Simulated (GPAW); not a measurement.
## Geometry or basis: what sets the conductance of CN in line between two Fe chains

How well does CN in line between two Fe chains conduct once its atoms have relaxed, and how much do cheaper levels lose?

Method: GPAW LCAO, PAW setups; relaxation of the junction within the symmetry of its start, lead ends held, in the first sound run; inputs show where later runs differ, in GPAW 26.7.0.

This is a report of a sequence of runs, with most program output left out.

## (1) The structure

The cell holds 14 atoms: 12 Fe, 1 C and 1 N. Cell: a = 9.000 Å, b = 9.000 Å, c = 29.426 Å, α = 90.0°, β = 90.0°, γ = 90.0°. Regions: left lead, 6 atoms (6 Fe); channel, 2 atoms (1 C and 1 N); right lead, 6 atoms (6 Fe). Vacuum lies along a and b. The structure is stacked along c, and the current runs across the ab planes.

## (2) Relaxing the atoms

Transmission follows bond lengths closely, so the atoms between the held lead ends are relaxed first, within whatever symmetry the start has.

The input, run.py:

```python
import json
from ase import Atoms
from ase.constraints import FixAtoms
from ase.optimize import BFGS
from gpaw import GPAW, FermiDirac

device = Atoms(
    ['Fe', 'Fe', 'Fe', 'Fe', 'Fe', 'Fe', 'C', 'N', 'Fe', 'Fe', 'Fe', 'Fe', 'Fe', 'Fe'],
    positions=[
        [4.50000, 4.50000, 1.13000],
        [4.50000, 4.50000, 3.39000],
        [4.50000, 4.50000, 5.65000],
        [4.50000, 4.50000, 7.91000],
        [4.50000, 4.50000, 10.17000],
        [4.50000, 4.50000, 12.43000],
        [4.50000, 4.50000, 14.13520],
        [4.50000, 4.50000, 15.31520],
        [4.50000, 4.50000, 16.99630],
        [4.50000, 4.50000, 19.25630],
        [4.50000, 4.50000, 21.51630],
        [4.50000, 4.50000, 23.77630],
        [4.50000, 4.50000, 26.03630],
        [4.50000, 4.50000, 28.29630]],
    cell=[[9.0, 0.0, 0.0], [0.0, 9.0, 0.0], [0.0, 0.0, 29.4263]],
    pbc=True,
    magmoms=[3.0, 3.0, 3.0, 3.0, 3.0, 3.0, 0.0, 0.0, 3.0, 3.0, 3.0, 3.0, 3.0, 3.0])

device.set_constraint(FixAtoms([0, 1, 2, 3, 4, 9, 10, 11, 12, 13]))
device.calc = GPAW(mode='lcao', basis='dzp', xc='PBE', h=0.18,
                   kpts={'size': (1, 1, 3), 'gamma': True},
                   symmetry={'tolerance': 1e-3, 'extra_ids': [1, 1, 1, 1, 1, 0, 0, 0, 0, 1, 1, 1, 1, 1]},
                   occupations=FermiDirac(0.1), maxiter=250,
                   mixer=dict(beta=0.05, nmaxold=8, weight=100.0),
                   convergence=dict(density=0.0001), txt='relax.txt')
path = []
opt = BFGS(device, maxstep=0.15)
opt.attach(lambda: path.append((device.get_potential_energy(), device.positions.tolist(), device.get_forces().tolist())))
relaxed = bool(opt.run(fmax=0.05, steps=50))
json.dump(dict(relaxed=relaxed, path=path, positions=device.positions.tolist(), moments=device.get_magnetic_moments().tolist(),
               forces=device.get_forces(apply_constraint=False).tolist()), open('result.json', 'w'))
```

On the command line:

```
> OMP_NUM_THREADS=1 OPENBLAS_NUM_THREADS=1 python run.py
```

Elapsed: 19 min, on 1 thread of Arm Neoverse V1, shared host; peak memory 1.6 GiB.

The steps of the relaxation:

| step | energy less that of the first step (eV) | largest force (eV/Å) |
| --- | --- | --- |
| 1 | 0.0000 | 4.0185 |
| 2 | -0.2910 | 2.1331 |
| 3 | -0.4841 | 0.8251 |
| 4 | -0.4822 | 1.6214 |
| 5 | -0.4928 | 0.0494 |

The atoms that moved most (Å):

| atom | dx | dy | dz | length |
| --- | --- | --- | --- | --- |
| Fe9 | 0.000 | 0.000 | 0.146 | 0.146 |
| Fe6 | 0.000 | 0.000 | -0.130 | 0.130 |
| C7 | 0.000 | 0.000 | -0.013 | 0.013 |

Numbers from this step:

* sum of the site moments: 36.91 μB

Site moment by atom:

| atom | site moment (μB) |
| --- | --- |
| Fe1 | 3.13 |
| Fe2 | 3.11 |
| Fe3 | 3.12 |
| Fe4 | 3.13 |
| Fe5 | 3.08 |
| Fe6 | 2.82 |
| C7 | -0.01 |
| N8 | 0.01 |
| Fe9 | 2.97 |
| Fe10 | 3.07 |
| Fe11 | 3.14 |
| Fe12 | 3.11 |
| Fe13 | 3.11 |
| Fe14 | 3.12 |

The relaxation lowered the energy of the cell by 0.493 eV (energies extrapolated to zero smearing; the optimiser's log prints free energies). The largest force left on a free atom is 0.049 eV/Å.

## (3) Double-zeta polarised basis

Localised orbitals split the wire into layers that couple to their neighbours alone, which is what the Green's function method needs; double zeta with polarisation is the usual level for numbers.

This step: GPAW LCAO, PAW setups; Landauer transmission from Green's functions with principal layers (ASE), zero bias (GPAW 26.7.0).

The input, run.py:

```python
import json
import numpy as np
from ase import Atoms
from ase.transport.calculators import TransportCalculator
from gpaw import GPAW, FermiDirac
from gpaw.lcao.tools import get_lcao_hamiltonian
from scipy.linalg import eigh

# The junction with lead layers at both ends, along the third cell vector
device = Atoms(
    ['Fe', 'Fe', 'Fe', 'Fe', 'Fe', 'Fe', 'C', 'N', 'Fe', 'Fe', 'Fe', 'Fe', 'Fe', 'Fe'],
    positions=[
        [4.50000, 4.50000, 1.13000],
        [4.50000, 4.50000, 3.39000],
        [4.50000, 4.50000, 5.65000],
        [4.50000, 4.50000, 7.91000],
        [4.50000, 4.50000, 10.17000],
        [4.50000, 4.50000, 12.29950],
        [4.50000, 4.50000, 14.12175],
        [4.50000, 4.50000, 15.31530],
        [4.50000, 4.50000, 17.14236],
        [4.50000, 4.50000, 19.25630],
        [4.50000, 4.50000, 21.51630],
        [4.50000, 4.50000, 23.77630],
        [4.50000, 4.50000, 26.03630],
        [4.50000, 4.50000, 28.29630]],
    cell=[[9.0, 0.0, 0.0], [0.0, 9.0, 0.0], [0.0, 0.0, 29.4263]],
    pbc=True,
    magmoms=[3.0, 3.0, 3.0, 3.0, 3.0, 3.0, 0.0, 0.0, 3.0, 3.0, 3.0, 3.0, 3.0, 3.0])

# One principal layer of the lead: the first 3 atoms of the device
lead = Atoms(
    ['Fe', 'Fe', 'Fe'],
    positions=[
        [4.50000, 4.50000, 1.13000],
        [4.50000, 4.50000, 3.39000],
        [4.50000, 4.50000, 5.65000]],
    cell=[[9.0, 0.0, 0.0], [0.0, 9.0, 0.0], [0.0, 0.0, 6.78]],
    pbc=True,
    magmoms=[3.0, 3.0, 3.0])

settings = dict(mode='lcao', basis='dzp', xc='PBE', h=0.18,
                occupations=FermiDirac(0.1), maxiter=250,
                mixer=dict(beta=0.05, nmaxold=8, weight=100.0),
                convergence=dict(density=0.0001))
energies = np.arange(-2, 2 + 1e-9, 0.025)
eta = 0.0001
n1, n2 = 1, 1
# k and -k transmit alike, so half of the mesh across the current serves
mesh = [(i, j) for i in range(n1) for j in range(n2) if (i, j) <= (-i % n1, -j % n2)]
weights = np.array([1 if (i, j) == (-i % n1, -j % n2) else 2 for i, j in mesh]) / (n1 * n2)

# [... helper functions left out ...]
fermi_lead = ground_state(lead, (1, 1, 17), 'lead.txt')
fermi_device = ground_state(device, (1, 1, 3), 'device.txt')
# [... loop over the mesh left out, but for ...]
        # Shift the lead onto the potential of the device's first layer
        shift = ((H[:, 0, 0] - H0[:, 0, 0]) / S0[0, 0]).real.mean()
# [...]
kT = 8.617333e-5 * 300
bias = [0.1, 0.2, 0.5, 1.0, 1.5, 2.0]
# [... integrals and printing left out ...]
```

Wall time 9.2 min (1 thread); peak memory 1.7 GiB.

Numbers from this step:

```
conductance                                    : 0.4976 G₀
largest coupling past the next principal layer : 5.77e-5 eV
largest misfit of the first principal layer    : 0.1503 eV
shift that aligns the lead                     : 0.02458 eV
basis functions of the junction                : 206
basis functions of a principal layer           : 45
transmission at the Fermi level, spin up       : 0.04531
transmission at the Fermi level, spin down     : 0.9473
```

Each spin. Transmission, zone mean against energy, zero at the Fermi level:

| energy (eV) | T, spin up | T, spin down |
| --- | --- | --- |
| -2.000 | 1.06 | 0.0203 |
| -1.900 | 1.09 | 0.0200 |
| -1.800 | 1.18 | 0.0196 |
| -1.700 | 1.32 | 0.0191 |
| -1.600 | 1.45 | 0.0186 |
| -1.500 | 1.55 | 0.0179 |
| -1.400 | 1.68 | 0.0169 |
| -1.300 | 1.90 | 0.0157 |
| -1.275 | 1.94 | 0.0153 |
| -1.200 | 1.88 | 1.74 |
| -1.100 | 0.399 | 1.39 |
| -1.000 | 0.0941 | 1.17 |
| -0.900 | 0.0782 | 1.17 |
| -0.800 | 0.0696 | 1.21 |
| -0.700 | 0.0638 | 1.26 |
| -0.600 | 0.0595 | 1.28 |
| -0.500 | 0.0558 | 1.25 |
| -0.400 | 0.0533 | 1.19 |
| -0.300 | 0.0508 | 1.12 |
| -0.200 | 0.0487 | 1.05 |
| -0.100 | 0.0469 | 0.987 |
| 0.000 | 0.0453 | 0.947 |
| 0.100 | 0.0440 | 0.930 |
| 0.200 | 0.0429 | 0.936 |
| 0.300 | 0.0420 | 0.968 |
| 0.400 | 0.0413 | 1.02 |
| 0.500 | 0.0408 | 1.11 |
| 0.600 | 0.0403 | 1.21 |
| 0.700 | 0.0400 | 1.32 |
| 0.800 | 0.0399 | 1.42 |
| 0.900 | 0.0398 | 1.51 |
| 1.000 | 0.0397 | 1.58 |
| 1.100 | 0.0398 | 1.62 |
| 1.200 | 0.0398 | 1.66 |
| 1.300 | 0.0399 | 1.68 |
| 1.400 | 0.0400 | 1.70 |
| 1.500 | 0.0401 | 1.73 |
| 1.600 | 0.0402 | 1.73 |
| 1.700 | 0.0403 | 1.75 |
| 1.725 | 0.0403 | 1.75 |
| 1.800 | 0.0403 | 1.70 |
| 1.900 | 0.0403 | 0.822 |
| 2.000 | 0.0402 | 0.0433 |

Not self-consistent under bias; the bias window is split evenly. The current through one cell, from the zero-bias transmission by bias:

| bias (V) | current through one cell, from the zero-bias transmission (μA) |
| --- | --- |
| 0.100 | 3.86 |
| 0.200 | 7.74 |
| 0.500 | 19.7 |
| 1.000 | 41.8 |
| 1.500 | 67.0 |
| 2.000 | 94.1 |

Transmission of the three most open eigenchannels against energy, zero at the Fermi level:

| energy (eV) | channel 1 up | channel 2 up | channel 3 up | channel 1 down | channel 2 down | channel 3 down |
| --- | --- | --- | --- | --- | --- | --- |
| -2.0000 | 0.497 | 0.497 | 0.0626 | 0.0203 | 0 | 0 |
| -1.7500 | 0.597 | 0.597 | 0.0506 | 0.0194 | 0 | 0 |
| -1.5000 | 0.744 | 0.744 | 0.0613 | 0.0179 | 0 | 0 |
| -1.2500 | 0.927 | 0.927 | 0.0779 | 0.667 | 0.667 | 0.0149 |
| -1.0000 | 0.0941 | 4.4e-10 | 4.4e-10 | 0.583 | 0.583 | 0.00416 |
| -0.7500 | 0.0665 | 0 | 0 | 0.595 | 0.595 | 0.0454 |
| -0.5000 | 0.0558 | 0 | 0 | 0.608 | 0.608 | 0.0372 |
| -0.2500 | 0.0497 | 0 | 0 | 0.525 | 0.525 | 0.0311 |
| 0.0000 | 0.0453 | 0 | 0 | 0.459 | 0.459 | 0.0282 |
| 0.2500 | 0.0424 | 0 | 0 | 0.459 | 0.459 | 0.0289 |
| 0.5000 | 0.0408 | 0 | 0 | 0.535 | 0.535 | 0.0335 |
| 0.7500 | 0.0399 | 0 | 0 | 0.665 | 0.665 | 0.0396 |
| 1.0000 | 0.0397 | 0 | 0 | 0.766 | 0.766 | 0.0429 |
| 1.2500 | 0.0399 | 0 | 0 | 0.809 | 0.809 | 0.0457 |
| 1.5000 | 0.0401 | 0 | 0 | 0.835 | 0.835 | 0.0439 |
| 1.7500 | 0.0403 | 0 | 0 | 0.853 | 0.853 | 0.0410 |
| 2.0000 | 0.0402 | 0 | 0 | 0.0433 | 5.0e-10 | 5.0e-10 |

Couplings past the next layer reach 5.8e-5 eV, small enough to drop; the matrix elements of the cell's first layer differ from the bulk lead's by up to 0.15 eV. That layer keeps its own values in the calculation, and only beyond it is the lead taken as perfect. The Fermi levels of lead and junction count from different zeros of potential, one for each periodic cell; with both set to zero, the small remaining shift is what aligns them. By hand: G = 0.4976 × 77.48 μS = 38.6 μS, a resistance of 25.9 kΩ; at 0.1 V a linear junction would pass 3.86 μA, and the integral over the bias window gives 3.86 μA.

## (4) Single-zeta polarised basis

One radial function a shell plus polarisation makes the matrices smaller; the question is what that costs.

Edit run.py of step 3 so:

```diff
@@ -41,3 +41,3 @@
 
-settings = dict(mode='lcao', basis='dzp', xc='PBE', h=0.18,
+settings = dict(mode='lcao', basis='szp(dzp)', xc='PBE', h=0.18,
                 occupations=FermiDirac(0.1), maxiter=250,
```

Elapsed: 3.3 min, on 1 thread; peak memory 1.7 GiB.

Numbers from this step:

```
conductance                                    : 0.5812 G₀
largest coupling past the next principal layer : 5.85e-5 eV
largest misfit of the first principal layer    : 0.1498 eV
shift that aligns the lead                     : -0.02766 eV
basis functions of the junction                : 126
basis functions of a principal layer           : 27
transmission at the Fermi level, spin up       : 0.06002
transmission at the Fermi level, spin down     : 1.101
```

Each spin. Transmission, zone mean against energy, zero at the Fermi level:

| energy (eV) | T, spin up | T, spin down |
| --- | --- | --- |
| -2.000 | 1.13 | 0.0179 |
| -1.800 | 1.25 | 0.0153 |
| -1.600 | 1.49 | 0.0115 |
| -1.400 | 1.86 | 0.00637 |
| -1.200 | 1.91 | 4.0e-4 |
| -1.150 | 1.93 | 2.0e-4 |
| -1.050 | 0.0633 | 1.74 |
| -1.000 | 0.0632 | 1.34 |
| -0.800 | 0.0627 | 1.04 |
| -0.600 | 0.0621 | 1.02 |
| -0.400 | 0.0614 | 1.20 |
| -0.200 | 0.0607 | 1.27 |
| 0.000 | 0.0600 | 1.10 |
| 0.200 | 0.0593 | 0.970 |
| 0.400 | 0.0584 | 1.05 |
| 0.600 | 0.0576 | 1.32 |
| 0.800 | 0.0567 | 1.55 |
| 1.000 | 0.0557 | 1.59 |
| 1.200 | 0.0548 | 1.64 |
| 1.400 | 0.0539 | 1.66 |
| 1.575 | 0.0531 | 1.69 |
| 1.600 | 0.0530 | 1.69 |
| 1.800 | 0.0521 | 1.61 |
| 2.000 | 0.0513 | 0.995 |

Not self-consistent under bias; the bias window is split evenly. Current through one cell, from the zero-bias transmission against bias:

| bias (V) | current through one cell, from the zero-bias transmission (μA) |
| --- | --- |
| 0.100 | 4.50 |
| 0.200 | 9.02 |
| 0.500 | 22.7 |
| 1.000 | 45.7 |
| 1.500 | 69.9 |
| 2.000 | 97.2 |

The transmission of the three most open eigenchannels by energy, zero at the Fermi level:

| energy (eV) | channel 1 up | channel 2 up | channel 3 up | channel 1 down | channel 2 down | channel 3 down |
| --- | --- | --- | --- | --- | --- | --- |
| -2.0000 | 0.519 | 0.519 | 0.0874 | 0.0179 | 0 | 0 |
| -1.7500 | 0.606 | 0.606 | 0.0820 | 0.0145 | 0 | 0 |
| -1.5000 | 0.789 | 0.789 | 0.0834 | 0.00913 | 0 | 0 |
| -1.2500 | 0.914 | 0.914 | 0.0627 | 0.00172 | 2.3e-11 | 2.3e-11 |
| -1.0000 | 0.0632 | 5.7e-9 | 5.7e-9 | 0.621 | 0.621 | 0.100 |
| -0.7500 | 0.0626 | 0 | 0 | 0.469 | 0.469 | 0.0782 |
| -0.5000 | 0.0618 | 0 | 0 | 0.535 | 0.535 | 0.0617 |
| -0.2500 | 0.0609 | 0 | 0 | 0.614 | 0.614 | 0.0489 |
| 0.0000 | 0.0600 | 0 | 0 | 0.528 | 0.528 | 0.0432 |
| 0.2500 | 0.0591 | 0 | 0 | 0.463 | 0.463 | 0.0411 |
| 0.5000 | 0.0580 | 0 | 0 | 0.562 | 0.562 | 0.0420 |
| 0.7500 | 0.0569 | 0 | 0 | 0.730 | 0.730 | 0.0452 |
| 1.0000 | 0.0557 | 0 | 0 | 0.786 | 0.786 | 0.0231 |
| 1.2500 | 0.0546 | 0 | 0 | 0.788 | 0.788 | 0.0634 |
| 1.5000 | 0.0534 | 0 | 0 | 0.808 | 0.808 | 0.0635 |
| 1.7500 | 0.0523 | 0 | 0 | 0.791 | 0.791 | 0.0593 |
| 2.0000 | 0.0513 | 0 | 0 | 0.470 | 0.470 | 0.0545 |

Site moment by atom:

| atom | site moment (μB) |
| --- | --- |
| Fe1 | 3.19 |
| Fe2 | 3.16 |
| Fe3 | 3.14 |
| Fe4 | 3.20 |
| Fe5 | 3.18 |
| Fe6 | 2.76 |
| C7 | -0.03 |
| N8 | -0.01 |
| Fe9 | 2.91 |
| Fe10 | 3.16 |
| Fe11 | 3.21 |
| Fe12 | 3.15 |
| Fe13 | 3.15 |
| Fe14 | 3.18 |

The conductance, 0.581 G₀, lies 17 % above that of the dzp run.

## (5) Minimal basis

One function for each valence shell of the setup, as for a first survey of a large system.

Edit run.py of step 4 so:

```diff
@@ -41,3 +41,3 @@
 
-settings = dict(mode='lcao', basis='szp(dzp)', xc='PBE', h=0.18,
+settings = dict(mode='lcao', basis='sz(dzp)', xc='PBE', h=0.18,
                 occupations=FermiDirac(0.1), maxiter=250,
```

Run time: 3.3 min. Hardware: 1 thread; peak memory 1.6 GiB.

Numbers from this step:

```
conductance                                    : 0.7170 G₀
largest coupling past the next principal layer : 5.86e-5 eV
largest misfit of the first principal layer    : 0.1665 eV
shift that aligns the lead                     : -0.006577 eV
basis functions of the junction                : 80
basis functions of a principal layer           : 18
transmission at the Fermi level, spin up       : 0.05040
transmission at the Fermi level, spin down     : 1.390
```

Each spin. Transmission, zone mean against energy, zero at the Fermi level:

| energy (eV) | T, spin up | T, spin down |
| --- | --- | --- |
| -2.000 | 0.842 | 0.0117 |
| -1.800 | 1.13 | 0.00810 |
| -1.600 | 1.58 | 0.00415 |
| -1.525 | 1.88 | 0.00264 |
| -1.400 | 1.83 | 4.3e-4 |
| -1.300 | 1.91 | 0.00769 |
| -1.200 | 1.50 | 0.0676 |
| -1.100 | 0.0496 | 1.93 |
| -1.000 | 0.0495 | 1.51 |
| -0.800 | 0.0494 | 1.10 |
| -0.600 | 0.0494 | 1.02 |
| -0.400 | 0.0495 | 1.22 |
| -0.200 | 0.0499 | 1.44 |
| 0.000 | 0.0504 | 1.39 |
| 0.200 | 0.0511 | 1.15 |
| 0.400 | 0.0520 | 1.01 |
| 0.600 | 0.0530 | 1.12 |
| 0.800 | 0.0542 | 1.42 |
| 1.000 | 0.0555 | 1.71 |
| 1.200 | 0.0570 | 1.77 |
| 1.400 | 0.0585 | 1.74 |
| 1.600 | 0.0602 | 1.72 |
| 1.800 | 0.0620 | 1.75 |
| 2.000 | 0.0639 | 1.35 |

The conductance, 0.717 G₀, lies 44 % above that of the dzp run.

## (6) revPBE in the dzp basis: xc = "revPBE"

Back in the dzp basis, the functional changes from PBE to revPBE, to set the spread between functionals beside that between bases.

Edit run.py of step 5 so:

```diff
@@ -41,3 +41,3 @@
 
-settings = dict(mode='lcao', basis='sz(dzp)', xc='PBE', h=0.18,
+settings = dict(mode='lcao', basis='dzp', xc='revPBE', h=0.18,
                 occupations=FermiDirac(0.1), maxiter=250,
```

The job ended after 9.6 min (1 thread; peak memory 1.8 GiB).

Numbers from this step:

```yaml
conductance: 0.4505 G₀
largest_coupling_past_the_next_principal_layer: 6.15e-5 eV
largest_misfit_of_the_first_principal_layer: 0.1931 eV
shift_that_aligns_the_lead: 0.03443 eV
basis_functions_of_the_junction: 206
basis_functions_of_a_principal_layer: 45
transmission_at_the_fermi_level_spin_up: 0.04577
transmission_at_the_fermi_level_spin_down: 0.8515
```

Each spin. Transmission, zone mean against energy, zero at the Fermi level:

| energy (eV) | T, spin up | T, spin down |
| --- | --- | --- |
| -2.000 | 1.07 | 0.0210 |
| -1.900 | 1.11 | 0.0207 |
| -1.800 | 1.23 | 0.0204 |
| -1.700 | 1.37 | 0.0200 |
| -1.600 | 1.50 | 0.0194 |
| -1.500 | 1.60 | 0.0188 |
| -1.400 | 1.76 | 0.0179 |
| -1.300 | 1.95 | 0.0167 |
| -1.250 | 2.07 | 1.66 |
| -1.225 | 1.69 | 1.71 |
| -1.200 | 1.21 | 1.65 |
| -1.100 | 0.112 | 1.31 |
| -1.000 | 0.0875 | 1.16 |
| -0.900 | 0.0762 | 1.20 |
| -0.800 | 0.0692 | 1.27 |
| -0.700 | 0.0642 | 1.34 |
| -0.600 | 0.0601 | 1.37 |
| -0.500 | 0.0564 | 1.32 |
| -0.400 | 0.0541 | 1.23 |
| -0.300 | 0.0515 | 1.11 |
| -0.200 | 0.0493 | 0.998 |
| -0.100 | 0.0474 | 0.909 |
| 0.000 | 0.0458 | 0.852 |
| 0.100 | 0.0444 | 0.827 |
| 0.200 | 0.0432 | 0.834 |
| 0.300 | 0.0422 | 0.873 |
| 0.400 | 0.0415 | 0.946 |
| 0.500 | 0.0409 | 1.05 |
| 0.600 | 0.0405 | 1.17 |
| 0.700 | 0.0402 | 1.30 |
| 0.800 | 0.0400 | 1.42 |
| 0.900 | 0.0400 | 1.52 |
| 1.000 | 0.0400 | 1.58 |
| 1.100 | 0.0401 | 1.63 |
| 1.200 | 0.0403 | 1.67 |
| 1.300 | 0.0405 | 1.69 |
| 1.400 | 0.0407 | 1.72 |
| 1.500 | 0.0410 | 1.74 |
| 1.600 | 0.0412 | 1.73 |
| 1.700 | 0.0414 | 1.75 |
| 1.800 | 0.0415 | 1.70 |
| 1.900 | 0.0416 | 0.388 |
| 2.000 | 0.0417 | 0.0450 |

The conductance, 0.451 G₀, lies 9.5 % below that of the dzp run.

## (7) Without the relaxation: geometry = "as built"

The dzp basis with PBE on the structure as first built shows what the relaxation was worth.

Edit run.py of step 6 so:

```diff
@@ -17,6 +17,6 @@
         [4.50000, 4.50000, 10.17000],
-        [4.50000, 4.50000, 12.29950],
-        [4.50000, 4.50000, 14.12175],
-        [4.50000, 4.50000, 15.31530],
-        [4.50000, 4.50000, 17.14236],
+        [4.50000, 4.50000, 12.43000],
+        [4.50000, 4.50000, 14.13520],
+        [4.50000, 4.50000, 15.31520],
+        [4.50000, 4.50000, 16.99630],
         [4.50000, 4.50000, 19.25630],
@@ -41,3 +41,3 @@
 
-settings = dict(mode='lcao', basis='dzp', xc='revPBE', h=0.18,
+settings = dict(mode='lcao', basis='dzp', xc='PBE', h=0.18,
                 occupations=FermiDirac(0.1), maxiter=250,
```

Run time: 12 min. Hardware: 1 thread; peak memory 1.8 GiB.

This step gave:

- conductance: 0.9412 G₀
- largest coupling past the next principal layer: 5.77e-5 eV
- largest misfit of the first principal layer: 0.1409 eV
- shift that aligns the lead: 0.02578 eV
- transmission at the Fermi level, spin up: 0.05243
- transmission at the Fermi level, spin down: 1.829

The conductance, 0.941 G₀, lies 89 % above that of the dzp run.

## (8) All levels side by side

Times are for 1 thread of Arm Neoverse V1, shared host. The runs compared:

| no. | run | conductance (G₀) | time | memory (GiB) |
| --- | --- | --- | --- | --- |
| 1 | dzp | 0.4976 | 9.2 min | 1.7 |
| 2 | szp | 0.5812 | 3.3 min | 1.7 |
| 3 | sz | 0.7170 | 3.3 min | 1.6 |
| 4 | dzp revPBE | 0.4505 | 9.6 min | 1.8 |
| 5 | asbuilt | 0.9412 | 12 min | 1.8 |

(Continued in part 2 of 2.)

[Logs are printed without paths, hosts, clocks, repeated set-up lines and the standing remarks that a program may print on its own settings, such as how far it seeks lower states.]

[Hosts, paths, dates, database ids (printed as entryN), source tags and the programs' standing remarks are cut or masked in the printed files.]
